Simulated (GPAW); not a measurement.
Consider SnO2 (Pnnm).

```cif
data_structure
_symmetry_space_group_name_H-M 'P 1'
_symmetry_Int_Tables_number 1
_cell_length_a 4.7880
_cell_length_b 4.8666
_cell_length_c 3.2409
_cell_angle_alpha 90.000
_cell_angle_beta 90.000
_cell_angle_gamma 90.000
_cell_volume 75.52
loop_
_atom_site_label
_atom_site_type_symbol
_atom_site_fract_x
_atom_site_fract_y
_atom_site_fract_z
_atom_site_occupancy
Sn1 Sn 0.00000 0.00000 0.00000 1
Sn2 Sn 0.50000 0.50000 0.50000 1
O3 O 0.70815 0.67896 0.00000 1
O4 O 0.20814 0.82104 0.50000 1
O5 O 0.79185 0.17896 0.50000 1
O6 O 0.29185 0.32104 0.00000 1
```

Absorber: atom 1, with 6 O at 2.09 Å (octahedral, site symmetry 2/m). Method: GPAW, LDA, full core hole (charged cell), 12-atom cell with 5.8 Å between holes, 5×5×5 k points, dipole transitions, Gaussian full width 8.49 eV.

Where do the maxima of the Sn K edge fall?

Main maxima up to 29 eV above the zero (height): 8.2 eV (1.61). A K edge sees empty p states on the absorber. 

The Sn K spectrum (energy from the lowest empty level; intensity scaled to a mean of 1 over the first 20 eV; polarised curves are means over the symmetry-equivalent atoms):

| E (eV) | isotropic | ε ∥ x | ε ∥ y | ε ∥ z |
| --- | --- | --- | --- | --- |
| -2.0 | 0.08 | 0.09 | 0.09 | 0.06 |
| -1.5 | 0.11 | 0.12 | 0.12 | 0.07 |
| -1.0 | 0.14 | 0.16 | 0.16 | 0.10 |
| -0.5 | 0.18 | 0.21 | 0.21 | 0.13 |
| 0.0 | 0.24 | 0.27 | 0.27 | 0.17 |
| 0.5 | 0.30 | 0.33 | 0.34 | 0.22 |
| 1.0 | 0.37 | 0.41 | 0.42 | 0.27 |
| 1.5 | 0.45 | 0.50 | 0.51 | 0.34 |
| 2.0 | 0.54 | 0.60 | 0.61 | 0.42 |
| 2.5 | 0.65 | 0.71 | 0.72 | 0.51 |
| 3.0 | 0.75 | 0.82 | 0.83 | 0.61 |
| 3.5 | 0.87 | 0.94 | 0.95 | 0.72 |
| 4.0 | 0.98 | 1.06 | 1.06 | 0.83 |
| 4.5 | 1.10 | 1.17 | 1.18 | 0.95 |
| 5.0 | 1.21 | 1.27 | 1.28 | 1.08 |
| 5.5 | 1.31 | 1.37 | 1.38 | 1.20 |
| 6.0 | 1.41 | 1.45 | 1.45 | 1.32 |
| 6.5 | 1.48 | 1.51 | 1.51 | 1.43 |
| 7.0 | 1.54 | 1.55 | 1.55 | 1.52 |
| 7.5 | 1.58 | 1.58 | 1.57 | 1.60 |
| 8.0 | 1.60 | 1.58 | 1.57 | 1.66 |
| 8.5 | 1.60 | 1.56 | 1.55 | 1.70 |
| 9.0 | 1.58 | 1.53 | 1.51 | 1.71 |
| 9.5 | 1.55 | 1.48 | 1.46 | 1.70 |
| 10.0 | 1.50 | 1.42 | 1.40 | 1.67 |
| 10.5 | 1.43 | 1.35 | 1.32 | 1.62 |
| 11.0 | 1.36 | 1.28 | 1.25 | 1.56 |
| 11.5 | 1.28 | 1.20 | 1.17 | 1.48 |
| 12.0 | 1.20 | 1.12 | 1.10 | 1.39 |
| 12.5 | 1.12 | 1.05 | 1.02 | 1.30 |
| 13.0 | 1.05 | 0.98 | 0.96 | 1.21 |
| 13.5 | 0.98 | 0.91 | 0.90 | 1.12 |
| 14.0 | 0.91 | 0.85 | 0.85 | 1.03 |
| 14.5 | 0.86 | 0.80 | 0.81 | 0.95 |
| 15.0 | 0.80 | 0.75 | 0.78 | 0.88 |
| 15.5 | 0.76 | 0.71 | 0.75 | 0.82 |
| 16.0 | 0.72 | 0.68 | 0.73 | 0.77 |
| 16.5 | 0.69 | 0.65 | 0.71 | 0.73 |
| 17.0 | 0.67 | 0.62 | 0.69 | 0.69 |
| 17.5 | 0.65 | 0.61 | 0.67 | 0.67 |
| 18.0 | 0.63 | 0.59 | 0.66 | 0.64 |
| 18.5 | 0.62 | 0.58 | 0.65 | 0.62 |
| 19.0 | 0.61 | 0.57 | 0.63 | 0.61 |
| 19.5 | 0.60 | 0.57 | 0.62 | 0.60 |
| 20.0 | 0.59 | 0.57 | 0.61 | 0.59 |
| 20.5 | 0.58 | 0.57 | 0.60 | 0.58 |
| 21.0 | 0.58 | 0.57 | 0.59 | 0.57 |
| 21.5 | 0.58 | 0.58 | 0.58 | 0.57 |
| 22.0 | 0.57 | 0.59 | 0.57 | 0.56 |
| 22.5 | 0.57 | 0.60 | 0.56 | 0.56 |
| 23.0 | 0.57 | 0.60 | 0.56 | 0.55 |
| 23.5 | 0.57 | 0.61 | 0.55 | 0.54 |
| 24.0 | 0.57 | 0.61 | 0.55 | 0.54 |
| 24.5 | 0.56 | 0.62 | 0.54 | 0.53 |
| 25.0 | 0.56 | 0.62 | 0.54 | 0.52 |
| 25.5 | 0.55 | 0.61 | 0.53 | 0.51 |
| 26.0 | 0.55 | 0.61 | 0.53 | 0.50 |
| 26.5 | 0.54 | 0.60 | 0.52 | 0.49 |
| 27.0 | 0.53 | 0.59 | 0.52 | 0.48 |
| 27.5 | 0.51 | 0.57 | 0.51 | 0.46 |
| 28.0 | 0.50 | 0.55 | 0.50 | 0.45 |
| 28.5 | 0.49 | 0.53 | 0.49 | 0.43 |
| 29.0 | 0.47 | 0.51 | 0.49 | 0.42 |
| 29.5 | 0.46 | 0.49 | 0.48 | 0.40 |
| 30.0 | 0.44 | 0.47 | 0.47 | 0.39 |
| 30.5 | 0.43 | 0.46 | 0.46 | 0.37 |
| 31.0 | 0.42 | 0.44 | 0.46 | 0.36 |
| 31.5 | 0.41 | 0.43 | 0.45 | 0.35 |
| 32.0 | 0.40 | 0.42 | 0.45 | 0.35 |

The script folds with a Gaussian, whereas the core hole's own line is a Lorentzian, so the onset is too steep and the first peak too high. The holes are only 5.8 Å apart, so the shape is probably not converged with cell size; no larger cell was run here. The structure is a computed Materials Project entry and may be a hypothetical form.

[Banner, clock and machine lines of the logs are left out without a mark of their own.]

[Logs are printed without paths, hosts, clocks, repeated set-up lines and the standing remarks that a program may print on its own settings, such as how far it seeks lower states.]

[Hosts, paths, dates, database ids (printed as entryN), source tags and the programs' standing remarks are cut or masked in the printed files.]

[Lists of maxima count a maximum above −3 eV only where it reaches 4 % of the highest in the window and stands out from its surroundings by 2 % of it (1.5 % where it reaches 55 %); shoulders and weaker maxima are passed over, and of the rest the first, up to two pre-edge ones and the few strongest are named.]
